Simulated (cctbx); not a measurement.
**Lattice, Laue class and space group of a new crystal**

Cell: a = 12.4210 Å, b = 6.9970 Å, c = 7.5610 Å, α = 90.00°, β = 125.37°, γ = 90.00°. Expected content of the cell: In2 Mn8 S16 Mg2.

The data are simulated with cctbx, not measured: Ga Kα, λ = 1.3414 Å, to d = 0.83 Å, 95 % of the full sphere, strongest reflection 5000 counts, noise from counting, a 1.5 % proportional error and a noise floor of 4 counts (s.d.); no absorption.

Tests on the unmerged data give:

```text
3715 reflections to d = 0.830 A
centring   violations  <I/sigma> of those
    A        719 of  1860      3.7
    B        719 of  1858      3.7
    C          0 of  1842     -0.0
    I        699 of  1865      3.5
    R       1039 of  2480      4.5
    F        719 of  2780      2.4
Laue class    unique    Rint  (classes that these axes allow; Friedel mates merged)
C 1 2/m 1         539   0.042
space group    extra absences  I>4sigma  <I/sigma>
C 1 2 1                 0          0         -  acentric
C 1 m 1                 0          0         -  acentric
C 1 2/m 1               0          0         -  centric
Wilson B = 0.45 A^2   <|E^2-1|> = 1.049 (0.968 centric, 0.736 acentric)   E^2>4: 6.4 %
shell (A)         n   <I/sigma>
 6.17 - 1.65     77     22.0
 1.65 - 1.31     65     16.6
 1.31 - 1.15     66     16.9
 1.15 - 1.05     64     17.3
 1.05 - 0.97     74     15.3
 0.97 - 0.91     58     11.2
 0.91 - 0.87     66     12.4
 0.87 - 0.83     69     12.2
```

**Question.** What are the lattice type, the Laue class and the likely space group?

The reflections that C centring forbids are absent (⟨I/σ⟩ near 0), so the lattice is C.

Only C 1 2/m 1 fits these axes (Rint 0.042); a search for a hidden higher lattice was not made.

3 settings pass the absence test. No glide or screw absences show, which leaves C 1 2 1, C 1 m 1 and C 1 2/m 1.

⟨|E²−1|⟩ = 1.049 leans to a centrosymmetric structure. The Wilson B of 0.45 Å² means U ≈ 0.0057 Å².

The true group is C2/m (no. 12), Laue class 2/m, centrosymmetric. The tables only narrow the choice to the tied entries; cell content, site symmetry and trial solutions must settle it.

This is a model crystal, built by substitution and not relaxed, with assumed displacement parameters.

[Logs are printed without paths, hosts, clocks, repeated set-up lines and the standing remarks that a program may print on its own settings, such as how far it seeks lower states.]
